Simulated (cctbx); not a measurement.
**Symmetry from intensities**

Cell: a = 6.4660 Å, b = 9.6600 Å, c = 7.1180 Å, α = 90.00°, β = 90.00°, γ = 90.00°. Expected content of the cell: Er2 Br2 Se4 Cu6 O16.

Simulated single-crystal data (cctbx): Cu Kα, λ = 1.54184 Å, to d = 0.83 Å, 70 % of the full sphere, strongest reflection 20000 counts, noise from counting, a 3 % proportional error and a noise floor of 15 counts (s.d.); no absorption.

Tests on the unmerged data give:

```text
2277 reflections to d = 0.830 A
centring   violations  <I/sigma> of those
    A        962 of  1143     17.0
    B        948 of  1152     17.0
    C        886 of  1135     15.2
    I        900 of  1143     15.0
    R       1275 of  1542     16.5
    F       1398 of  1715     16.4
Laue class    unique    Rint  (classes that these axes allow; Friedel mates merged)
P -1             1482   0.024
P 1 2/m 1         858   0.026
P 1 1 2/m         864   0.026
P 2/m 1 1         880   0.026
P m m m           512   0.028
space group    extra absences  I>4sigma  <I/sigma>
P 2 2 2                 0          0         -  acentric
P 21 2 2                6          0      -0.4  acentric
P 2 21 2               10          0       0.1  acentric
P 21 21 2              16          0      -0.1  acentric
P m m 2                 0          0         -  acentric
P 2 m m                 0          0         -  acentric
P m 2 m                 0          0         -  acentric
P 21 m n               94          0       0.1  acentric
P m 21 n               94          0       0.1  acentric
P m m m                 0          0         -  centric
P m m n :1             94          0       0.1  centric
P m m n :2             94          0       0.1  centric
Wilson B = 0.50 A^2   <|E^2-1|> = 0.826 (0.968 centric, 0.736 acentric)   E^2>4: 2.5 %
shell (A)         n   <I/sigma>
 9.66 - 1.66     78     32.4
 1.66 - 1.32     68     32.1
 1.32 - 1.15     62     30.0
 1.15 - 1.05     61     37.5
 1.05 - 0.97     58     31.0
 0.97 - 0.91     65     30.0
 0.91 - 0.87     58     28.3
 0.87 - 0.83     62     28.4
```

Q: Read the symmetry from these tables.

Every centring test has many violations, so the lattice is primitive.

Rint stays low (0.024 to 0.028) up to P m m m, the highest class in these axes.

12 settings pass the absence test. The most absences obeyed, 94, belong to P 21 m n, P m 21 n and P m m n, which absences can't tell apart.

⟨|E²−1|⟩ = 0.826 lies between the two ideal values. The Wilson B of 0.50 Å² means U ≈ 0.0063 Å².

The true group is Pmmn (no. 59, origin choice 1), Laue class mmm, centrosymmetric. The tables only narrow the choice to the tied entries; cell content, site symmetry and trial solutions must settle it.

The model is made up (kin elements in a known structure type, no relaxation), so it says nothing on whether the phase exists.

[Logs are printed without paths, hosts, clocks, repeated set-up lines and the standing remarks that a program may print on its own settings, such as how far it seeks lower states.]
